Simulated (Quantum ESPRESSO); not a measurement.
## MnHg: spin spirals in supercells

Wanted: E(q) of MnHg at simple fractions of a reciprocal vector.

Calculated with Quantum ESPRESSO 7.5; LDA; plane waves with GBRV 1.5 LDA potentials, no spin-orbit coupling, flat spiral in a supercell.

Report form: the programs' logs are mostly left out.

## (1) The starting structure

It takes space group Pm-3m (No. 221, cubic). Conventional cell: a = 3.315 Å, b = 3.315 Å, c = 3.315 Å, α = 90.00°, β = 90.00°, γ = 90.00°. Mn has 8 Hg at 2.87 Å nearest. Nearest to Hg lie 8 Mn at 2.87 Å. Farther neighbours are not listed.

The cell comes from the Crystallography Open Database.

## (2) Parallel moments, one cell

Input file pw.in:

```
&CONTROL
  calculation = 'scf'
  prefix = 'pwscf'
  outdir = './tmp'
  pseudo_dir = './pseudo'
  disk_io = 'nowf'
/
&SYSTEM
  ibrav = 0
  celldm(1) = 8
  nat = 2
  ntyp = 2
  ecutwfc = 34
  ecutrho = 238
  nbnd = 40
  occupations = 'smearing'
  smearing = 'fd'
  degauss = 0.00734986
  noncolin = .true.
  starting_magnetization(1) = 0.2333
  angle1(1) = 90
  angle2(1) = 0
  starting_magnetization(2) = 0
/
&ELECTRONS
  conv_thr = 2d-08
  electron_maxstep = 150
  mixing_beta = 0.3
/
ATOMIC_SPECIES
Mn     54.9380 mn_lda_v1.5.uspp.F.UPF
Hg    200.5920 hg_lda_v1.uspp.F.UPF
CELL_PARAMETERS alat
   0.7830552628918    0.0000000000000    0.0000000000000
   0.0000000000000    0.7830552628918    0.0000000000000
   0.0000000000000    0.0000000000000    0.7830552628918
ATOMIC_POSITIONS crystal
Mn      0.5000000000    0.5000000000    0.5000000000
Hg      0.0000000000    0.0000000000    0.0000000000
K_POINTS automatic
12 6 6 0 0 0
```

Launch:

```sh
> OMP_NUM_THREADS=1 mpirun -n 4 pw.x -nk 4 -in pw.in > pw.out
```

Wall time 55 s (4 MPI ranks of Arm Neoverse N1, shared host); peak memory 0.4 GiB.

Spin moment in the atom's sphere by atom:

```
atom  x (μB)  y (μB)  z (μB)  size
 Mn1    3.72    0.00    0.00  3.72
 Hg2   -0.02    0.00    0.00  0.02
```

Read from the output:

* smearing term TS: 0.06261 eV
* magnetization: 3.768, 0, 0 μB
* absolute magnetization: 3.96 μB
* final state: ferromagnetic

## (3) One turn in 2 cells along the input cell's a

Neighbouring cells are turned by 180° in the xy plane; the cell holds 4 atoms.

Input file pw.in:

```
&CONTROL
  calculation = 'scf'
  prefix = 'pwscf'
  outdir = './tmp'
  pseudo_dir = './pseudo'
  disk_io = 'nowf'
/
&SYSTEM
  ibrav = 0
  celldm(1) = 8
  nat = 4
  ntyp = 4
  ecutwfc = 34
  ecutrho = 238
  nbnd = 72
  occupations = 'smearing'
  smearing = 'fd'
  degauss = 0.00734986
  noncolin = .true.
  starting_magnetization(1) = 0.2333
  angle1(1) = 90
  angle2(1) = 90
  starting_magnetization(2) = 0.2333
  angle1(2) = 90
  angle2(2) = -90
  starting_magnetization(3) = 0
  starting_magnetization(4) = 0
/
&ELECTRONS
  conv_thr = 4d-08
  electron_maxstep = 150
  mixing_beta = 0.3
/
ATOMIC_SPECIES
Mn1    54.9380 mn_lda_v1.5.uspp.F.UPF
Mn2    54.9380 mn_lda_v1.5.uspp.F.UPF
Hg1   200.5920 hg_lda_v1.uspp.F.UPF
Hg2   200.5920 hg_lda_v1.uspp.F.UPF
CELL_PARAMETERS alat
   1.5661105257836    0.0000000000000    0.0000000000000
   0.0000000000000    0.7830552628918    0.0000000000000
   0.0000000000000    0.0000000000000    0.7830552628918
ATOMIC_POSITIONS crystal
Mn1     0.2500000000    0.5000000000    0.5000000000
Mn2     0.7500000000    0.5000000000    0.5000000000
Hg1     0.0000000000    0.0000000000    0.0000000000
Hg2     0.5000000000    0.0000000000    0.0000000000
K_POINTS automatic
6 6 6 0 0 0
```

Wall time 3.6 min (4 MPI ranks); peak memory 0.77 GiB; 15 min of CPU time.

Spin moment in the atom's sphere by atom:

```
atom  x (μB)  y (μB)  z (μB)  size
 Mn1    0.00    3.76    0.00  3.76
 Mn2    0.00   -3.76    0.00  3.76
 Hg3    0.00    0.00    0.00  0.00
 Hg4    0.00    0.00    0.00  0.00
```

Read from the output:

```yaml
smearing_term_ts: 0.1164 eV
magnetization: 0, 0, 0 μB
absolute_magnetization: 7.97 μB
final_state: antiferromagnetic
```

## (4) One turn in 3 cells along the input cell's a

Neighbouring cells are turned by 120° in the xy plane; the cell holds 6 atoms.

Input file pw.in:

```
&CONTROL
  calculation = 'scf'
  prefix = 'pwscf'
  outdir = './tmp'
  pseudo_dir = './pseudo'
  disk_io = 'nowf'
/
&SYSTEM
  ibrav = 0
  celldm(1) = 8
  nat = 6
  ntyp = 6
  ecutwfc = 34
  ecutrho = 238
  nbnd = 104
  occupations = 'smearing'
  smearing = 'fd'
  degauss = 0.00734986
  noncolin = .true.
  starting_magnetization(1) = 0.2333
  angle1(1) = 90
  angle2(1) = 60
  starting_magnetization(2) = 0.2333
  angle1(2) = 90
  angle2(2) = 180
  starting_magnetization(3) = 0.2333
  angle1(3) = 90
  angle2(3) = -60
  starting_magnetization(4) = 0
  starting_magnetization(5) = 0
  starting_magnetization(6) = 0
/
&ELECTRONS
  conv_thr = 6d-08
  electron_maxstep = 150
  mixing_beta = 0.3
/
ATOMIC_SPECIES
Mn1    54.9380 mn_lda_v1.5.uspp.F.UPF
Mn2    54.9380 mn_lda_v1.5.uspp.F.UPF
Mn3    54.9380 mn_lda_v1.5.uspp.F.UPF
Hg1   200.5920 hg_lda_v1.uspp.F.UPF
Hg2   200.5920 hg_lda_v1.uspp.F.UPF
Hg3   200.5920 hg_lda_v1.uspp.F.UPF
CELL_PARAMETERS alat
   2.3491657886754    0.0000000000000    0.0000000000000
   0.0000000000000    0.7830552628918    0.0000000000000
   0.0000000000000    0.0000000000000    0.7830552628918
ATOMIC_POSITIONS crystal
Mn1     0.1666666667    0.5000000000    0.5000000000
Mn2     0.5000000000    0.5000000000    0.5000000000
Mn3     0.8333333333    0.5000000000    0.5000000000
Hg1     0.0000000000    0.0000000000    0.0000000000
Hg2     0.3333333333    0.0000000000    0.0000000000
Hg3     0.6666666667    0.0000000000    0.0000000000
K_POINTS automatic
4 6 6 0 0 0
```

Run time: 9.4 min. Hardware: 4 MPI ranks; peak memory 1.3 GiB.

Spin moment in the atom's sphere by atom:

| atom | x (μB) | y (μB) | z (μB) | size |
| --- | --- | --- | --- | --- |
| Mn1 | 1.87 | 3.24 | 0.00 | 3.74 |
| Mn2 | -3.74 | 0.00 | 0.00 | 3.74 |
| Mn3 | 1.87 | -3.24 | 0.00 | 3.74 |
| Hg4 | -0.01 | 0.00 | 0.00 | 0.01 |
| Hg5 | 0.00 | -0.01 | 0.00 | 0.01 |
| Hg6 | 0.00 | 0.01 | 0.00 | 0.01 |

Read from the output:

```yaml
smearing_term_ts: 0.1692 eV
magnetization: 0, 0, 0 μB
absolute_magnetization: 11.96 μB
final_state: non-collinear
```

## (5) One turn in 4 cells along the input cell's a

Neighbouring cells are turned by 90° in the xy plane; the cell holds 8 atoms.

Input file pw.in:

```
&CONTROL
  calculation = 'scf'
  prefix = 'pwscf'
  outdir = './tmp'
  pseudo_dir = './pseudo'
  disk_io = 'nowf'
/
&SYSTEM
  ibrav = 0
  celldm(1) = 8
  nat = 8
  ntyp = 7
  ecutwfc = 34
  ecutrho = 238
  nbnd = 136
  occupations = 'smearing'
  smearing = 'fd'
  degauss = 0.00734986
  noncolin = .true.
  starting_magnetization(1) = 0.2333
  angle1(1) = 90
  angle2(1) = 45
  starting_magnetization(2) = 0.2333
  angle1(2) = 90
  angle2(2) = 135
  starting_magnetization(3) = 0.2333
  angle1(3) = 90
  angle2(3) = -135
  starting_magnetization(4) = 0.2333
  angle1(4) = 90
  angle2(4) = -45
  starting_magnetization(5) = 0
  starting_magnetization(6) = 0
  starting_magnetization(7) = 0
/
&ELECTRONS
  conv_thr = 8d-08
  electron_maxstep = 150
  mixing_beta = 0.3
/
ATOMIC_SPECIES
Mn1    54.9380 mn_lda_v1.5.uspp.F.UPF
Mn2    54.9380 mn_lda_v1.5.uspp.F.UPF
Mn3    54.9380 mn_lda_v1.5.uspp.F.UPF
Mn4    54.9380 mn_lda_v1.5.uspp.F.UPF
Hg1   200.5920 hg_lda_v1.uspp.F.UPF
Hg2   200.5920 hg_lda_v1.uspp.F.UPF
Hg3   200.5920 hg_lda_v1.uspp.F.UPF
CELL_PARAMETERS alat
   3.1322210515672    0.0000000000000    0.0000000000000
   0.0000000000000    0.7830552628918    0.0000000000000
   0.0000000000000    0.0000000000000    0.7830552628918
ATOMIC_POSITIONS crystal
Mn1     0.1250000000    0.5000000000    0.5000000000
Mn2     0.3750000000    0.5000000000    0.5000000000
Mn3     0.6250000000    0.5000000000    0.5000000000
Mn4     0.8750000000    0.5000000000    0.5000000000
Hg1     0.0000000000    0.0000000000    0.0000000000
Hg1     0.2500000000    0.0000000000    0.0000000000
Hg2     0.5000000000    0.0000000000    0.0000000000
Hg3     0.7500000000    0.0000000000    0.0000000000
K_POINTS automatic
3 6 6 0 0 0
```

It took 17 min on 4 MPI ranks; peak memory 1.7 GiB.

Numbers from this step:

| Quantity | Value |
| --- | --- |
| smearing term TS | 0.2351 eV |
| magnetization | 0, 0, 0 μB |
| absolute magnetization | 15.94 μB |
| final state | non-collinear |
| largest moment | 3.735 μB |

## (6) The spirals together

Spirals:

```csv
q along the reciprocal vector,energy less that at q = 0 (meV a seeded atom),largest site moment (μB),typed angles kept,CPU time (s)
0,0,3.722,yes,221.1
0.25,-34.34,3.735,yes,4074
0.3333,-43.4,3.74,yes,2253
0.5,-46.73,3.755,yes,874.4
```

Energy less that at q = 0, self-consistent against path:

```
path (Å⁻¹)  energy less that at q = 0, self-consistent (meV a seeded atom)
     0.000                                                               0
     0.474                                                           -34.3
     0.632                                                           -43.4
     0.948                                                           -46.7
```

## (7) Results

```json
{
  "lowest point": "q = 0.5 along a*, -46.7 meV a seeded atom",
  "highest point": "q = 0, 0 meV a seeded atom"
}
```

**Reading.** The state at q = 0.5 lies 47 meV a seeded atom under the parallel one, with neighbouring cells opposed. The moment changes by 0.89 % between the spirals. The cell of 4 repeats took 18 times the CPU time of the single cell, though its mesh is shorter in proportion. Here a and a* are vectors of the cell in the input, which need not be the conventional cell, and only this direction was probed. The mesh is coarse, so differences of some ten meV can be noise in a metal. Energies are free energies at an electronic temperature of 1160 K, which lowers moments and differences where the moments are itinerant. The cutoff lies under the 40 Ry that these files are usually run at.

[Logs and program files are shortened in this print: banners, set-up blocks, solver, clock and traceback lines can be left out without a mark of their own.]

[Logs are printed without paths, hosts, clocks, repeated set-up lines and the standing remarks that a program may print on its own settings, such as how far it seeks lower states.]

[Hosts, paths, dates, database ids (printed as entryN), source tags and the programs' standing remarks are cut or masked in the printed files.]

[Where a cell is said to come from a database of computed structures, the database is the Materials Project.]
